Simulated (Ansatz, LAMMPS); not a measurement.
# Glassy 62SiO2-36CaO-2P2O5 (mol %) (123 atoms): geometry optimisation, part 2 of 2

Wanted: the relaxed structure of glassy 62SiO2-36CaO-2P2O5 (mol %) (123 atoms) and its electronic structure.

Ansatz 0.2.0; Kohn-Sham DFT, revPBE, PAW (set soft_2), plane waves.

The cell: 28 Si, 16 Ca, 2 P and 77 O. The quench rate of 25 K/ps is orders of magnitude faster than experiment. The starting topology of bonds comes from the classical model. Sampling is at Γ alone, for a cell whose shortest periodic width is 12 Å.

So far, density (g/cm³): step 5 (local order after relaxation) 2.64.

### 6. Single point at the relaxed geometry

The electronic structure is read at the final geometry, in a run of its own.

File input.yaml:

```yaml
crystal:
  lattice:
    - [11.96858, 0.0, 0.0]
    - [0.0, 11.96858, 0.0]
    - [0.0, 0.0, 11.96858]
  atoms:
    - { symbol: Si, position: [0.14018, 0.90635, 0.95878] }
    - { symbol: Si, position: [0.80066, 0.61082, 0.74353] }
    - { symbol: Si, position: [0.48912, 0.0907, 0.43328] }
    - { symbol: Si, position: [0.56469, 0.62067, 0.50145] }
    - { symbol: Si, position: [0.79833, 0.33426, 0.16554] }
    - { symbol: Si, position: [0.59447, 0.2745, 0.01343] }
    - { symbol: Si, position: [0.51381, 0.65351, 0.08058] }
    - { symbol: Si, position: [0.58765, 0.50477, 0.87825] }
    - { symbol: Si, position: [0.17754, 0.48535, 0.88852] }
    - { symbol: Si, position: [0.53318, 0.04254, 0.67589] }
    - { symbol: Si, position: [0.25218, 0.68332, 0.06205] }
    - { symbol: Si, position: [0.29197, 0.37741, 0.30597] }
    - { symbol: Si, position: [0.32925, 0.28192, 0.53874] }
    - { symbol: Si, position: [0.08601, 0.88085, 0.46177] }
    - { symbol: Si, position: [0.1643, 0.70098, 0.3125] }
    - { symbol: Si, position: [0.02653, 0.06365, 0.11715] }
    - { symbol: Si, position: [0.84467, 0.98664, 0.48874] }
    - { symbol: Si, position: [0.65004, 0.29477, 0.37452] }
    - { symbol: Si, position: [0.79414, 0.97519, 0.24379] }
    - { symbol: Si, position: [0.84211, 0.55499, 0.0662] }
    - { symbol: Si, position: [0.49869, 0.50424, 0.28627] }
    - { symbol: Si, position: [0.06633, 0.46714, 0.38933] }
    - { symbol: Si, position: [0.54073, 0.84535, 0.83785] }
    - { symbol: Si, position: [0.77069, 0.13723, 0.70646] }
    - { symbol: Si, position: [0.37631, 0.46062, 0.72734] }
    - { symbol: Si, position: [0.3693, 0.21866, 0.11096] }
    - { symbol: Si, position: [0.70534, 0.77415, 0.0054] }
    - { symbol: Si, position: [0.39921, 0.71234, 0.67327] }
    - { symbol: Ca, position: [0.40231, 0.07304, 0.91225] }
    - { symbol: Ca, position: [0.92881, 0.38095, 0.82546] }
    - { symbol: Ca, position: [0.10171, 0.30767, 0.10836] }
    - { symbol: Ca, position: [0.36458, 0.84894, 0.46499] }
    [... 85 atom lines left out ...]
    - { symbol: O, position: [0.74527, 0.64671, 0.02865] }
    - { symbol: O, position: [0.4864, 0.29293, 0.09834] }
    - { symbol: O, position: [0.67256, 0.70205, 0.45236] }
    - { symbol: O, position: [0.2217, 0.56413, 0.99901] }
    - { symbol: O, position: [0.71928, 0.26437, 0.07479] }
    - { symbol: O, position: [0.32706, 0.37024, 0.43602] }
kpoints:
  mp_grid: { grid: [1, 1, 1] }
hamiltonian:
  xc: revpbe
scf:
  occupations: { method: fixed }
output:
  forces: true
  stress: true
  populations: true
  dos:
    method: { smearing: { sigma: 0.1 } }
    de: 0.1
    projected: { site_lists: { Ca: [Ca], O: [O], P: [P], Si: [Si] } }
  eigenvalues: true
  write_density: true
  write_potential: true
  volumetric_format: npy
```

On the command line:

```console
$ ansatz run input.yaml --threads 4 --pin off --max-ram 8192MiB --backend cpu --events-out ev --progress --plain --runs-dir out
```

It took 22 s on 4 threads of Intel Xeon 6975P-C (Granite Rapids), shared host; peak memory 2.5 GiB; 82 s of CPU time.

The run gave:

* free energy: -92443.6618 eV
* free energy per atom: -751.5745 eV/atom
* SCF cycles: 10
* pressure: 1.822 GPa
* r.m.s. force component: 0.00407 eV/Å
* longest force: 0.02408 eV/Å
* Fermi energy: 4.275 eV
* gap (highest filled to lowest empty level): 4.189 eV
* spilling of the projection: 0.01425

Löwdin charges by element and coordination (they lack the spilled electrons, 0.086 e an atom on average):

```
element  coordination  atoms  mean charge (e)  spread  least    most
     Ca           all     16             1.77  0.0131   1.75    1.80
     Ca             5      3             1.78  0.0091   1.77    1.80
     Ca             6      8             1.77  0.0107   1.75    1.78
     Ca             7      5             1.77  0.0148   1.75    1.79
      O           all     77           -0.902   0.107  -1.07   -0.76
      O             2     28           -0.820  0.0677  -1.00   -0.76
      O             3     34           -0.919  0.0923  -1.05  -0.794
      O             4     15            -1.02   0.066  -1.07  -0.851
      P           all      2             2.16  0.0172   2.15    2.18
     Si           all     28             1.69  0.0591   1.60    1.80
```

States in the cell by windows of 1 eV, zero at the Fermi level; the larger projections on atomic orbitals stand beside the total:

```
from (eV)  to (eV)  total   O p  Si p
      -14      -11    0.0   0.0   0.0
      -11      -10    4.0   2.5   0.2
      -10       -9    6.4   4.2   0.3
       -9       -8   15.9  10.6   1.2
       -8       -7   21.8  15.4   2.5
       -7       -6   27.9  20.8   4.4
       -6       -5   18.6  14.1   2.5
       -5       -4   54.3  42.9   5.4
       -4       -3   75.2  65.0   4.6
       -3       -2   90.8  83.4   2.5
       -2       -1   87.3  82.4   1.5
       -1        0   58.6  56.0   0.9
        0        1    1.3   1.3   0.0
        1        4    0.0   0.0   0.0
        4        5    2.2   0.0   0.1
```

With fixed occupations the program's Fermi level is the highest filled level; weight inside the gap is the broadening of levels at its edges.

Between -26 and -14 eV lie 250 more states.

The stored curve holds about 712 of the 744 electrons; the rest, give or take the few that broadening carries across the Fermi level, lie in deeper levels below its range.

The levels nearest the highest filled one (over half full), pooled over k-points and spins:

```
level less the highest filled one (eV)  occupation
                                -0.278           2
                                -0.235           2
                                -0.199           2
                                -0.111           2
                               -0.0082           2
                                     0           2
                                  4.19           0
                                  5.11           0
                                  5.42           0
                                  5.53           0
                                  5.59           0
                                  5.73           0
```

Valence density in the bc plane at fractional x = 0.090, with atoms of Si and Ca and P and O within 0.2 Å of it. It is the smooth field of the valence electrons, not physical close to the nuclei.

Ten steps, logarithmic in the rise over the least value, from '0' (0.0 e/Å³) to '9' (6.8 e/Å³), each cell a mean:
```
1123443211358864211112333212333332
1112344422479985322222443223455432
1101367642357764334443221123677532
1001356642123332357875310013566421
0011233322221111358996310001333210
1233322245652101246764210000112211
2478753468874100012333210000012322
3689865567763100001466531112222222
2477764345431001112588853356642111
1234444344211124443578743589974210
0001234543211258975334322479874211
1000123432101369986311001246653322
1000012221001256764210000123321333
1000000100001234443332111234432332
1000000000012332235676433467753221
0000000000023444346898644689963110
0123332100124554335787543578752100
0246875210123443112444322334321000
1368996311111211000111222211000000
2357875324553100000001222210001222
4334443258987310000001122100014676
6433322258997410000000011000136998
5333443236775210000000000000135898
3224554222334432100001111111224555
```
Columns run along b (12.0 Å), rows up along c (12.0 Å). Atoms in or near the plane, at fractional coordinates: Si at (0.88, 0.46), Ca at (0.31, 0.11), P at (0.21, 0.62), O at (0.48, 0.52), O at (0.81, 0.58), O at (0.13, 0.22), O at (0.95, 0.08), O at (0.60, 0.34), O at (0.09, 0.68), O at (0.57, 0.81), O at (0.38, 0.93).

Electrostatic potential energy in the bc plane at fractional x = 0.090, with atoms of Si and Ca and P and O within 0.2 Å of it. With pseudopotentials it is smooth inside the atoms' cores, unlike the true potential.

Ten even steps from '0' (-43 eV) to '9' (11 eV), each cell a mean:
```
9999998899984369999988777899853257
9999877789961038888888777899864468
9998753468986578888888888999755789
9998754478999998885348999999867999
9999877789999999982027999999999999
9999999997799999997569999999998889
9854588873269999999988889999988778
9720154344479999998754578999988788
9964420005899999998510158987799889
9999730005899999998631368941169999
9999975568999984248877789941158899
9999999999999972027999999987532479
9999999999999985468999999997200058
9999999999999852147999999997400268
9999999999999720016657888864466789
9999999999999852245201677720169999
9999999999999887788424766754599999
9996458999999999999988887899999999
9972016998889999999999999999999999
8875348986567899999999999999999999
7656899861003789999999999999999766
6656899850002789999999999999997201
8888999874336899999999999999997313
9999999988888999999998888999876668
```
Columns run along b (12.0 Å; values clipped at the 3rd and 97th percentile), rows up along c (12.0 Å). Atoms in or near the plane, at fractional coordinates: Si at (0.88, 0.46), Ca at (0.31, 0.11), P at (0.21, 0.62), O at (0.48, 0.52), O at (0.81, 0.58), O at (0.13, 0.22), O at (0.95, 0.08), O at (0.60, 0.34), O at (0.09, 0.68), O at (0.57, 0.81), O at (0.38, 0.93).

Mean Löwdin charges: Ca +1.77, O -0.90, P +2.16, Si +1.69 e (they miss 1.4 % of the electrons, so they add up to more than the cell's charge).

The surroundings of O100, which has 4 bonded neighbours where the commonest count for O is 3, nearest first, numbered as they follow in the input and with coordinates relative to it.

```
atom      x      y      z  distance (Å)  bonds  Löwdin charge (e)
O100   0.00   0.00   0.00          0.00      4              -1.04
 Si9   0.86  -0.99   0.95          1.62      4               1.65
Ca41  -1.13   1.26   1.57          2.31      7               1.78
Ca37  -0.63   0.65  -2.15          2.34      6               1.76
O121   1.39  -0.05   2.27          2.66      3              -0.82
O101  -0.01  -2.26   1.48          2.70      4              -1.05
 O96   2.16  -1.67   0.16          2.73      2              -0.80
Ca30  -2.12  -2.24   0.19          3.09      6               1.76
O112  -2.69   1.54  -0.01          3.10      4              -1.04
 O88  -2.76  -0.64  -1.51          3.21      4              -1.04
 O47  -2.61  -0.89   1.76          3.27      3              -1.03
 O63   2.89   0.18  -1.61          3.32      2              -0.79
```

The column of bonds counts only the pairs O-Si within 2.12 Å, O-Ca within 3.22 Å, O-P within 1.98 Å; other neighbours, such as metal atoms beside each other in a compound, aren't counted, and periodic images can show an atom twice.

### 7. What came out

```
energy change in the relaxation                  : -54.56 meV/atom
r.m.s. displacement                              : 0.168 Å
largest displacement                             : 0.431 Å
free energy per atom                             : -751.5745 eV/atom
pressure                                         : 1.822 GPa
r.m.s. force component                           : 0.00407 eV/Å
gap (highest filled to lowest empty level) : 4.189 eV
wall time of the 3 DFT runs                      : 3 min
```

In words: Relaxation lowers the energy by 54.6 meV/atom and moves atoms by 0.17 Å r.m.s.; the r.m.s. force component goes from 1.00 to 0.0041 eV/Å, the pressure goes from 7.5 to 1.8 GPa, and the gap from 3.66 to 4.19 eV. By the final cutoffs 3 of 217 bonded pairs parted and 4 joined. First to last step the energy falls by 6.711 eV; the largest move, 0.43 Å, is that of O123. The O-Ca bonds go from 2.517 Å (spread 0.228) to 2.480 Å (spread 0.237), and their number from 97 to 98. Counting bonds as in the table, 50 % of Ca atoms have 6, 44 % of O atoms have 3, all P atoms have 4 and all Si atoms have 4 bonded neighbours. 56 % of the oxygens bridge two formers (Si and P) and 44 % are non-bridging. The highest filled and lowest empty levels differ by 4.19 eV (at Γ alone); a semilocal functional tends to put such gaps too low. In a disordered cell it changes from sample to sample, and tail or defect levels can set it.

What to keep in mind: The network of bonds at the start is that of the classical potential that made the cell; in DFT 3 of its 217 bonded pairs passed out of the cutoffs and 4 came within them. The pressure of 1.8 GPa means that a free cell would grow at this level.

[Logs are printed without paths, hosts, clocks, repeated set-up lines and the standing remarks that a program may print on its own settings, such as how far it seeks lower states.]

[Hosts, paths, dates, database ids (printed as entryN), source tags and the programs' standing remarks are cut or masked in the printed files.]
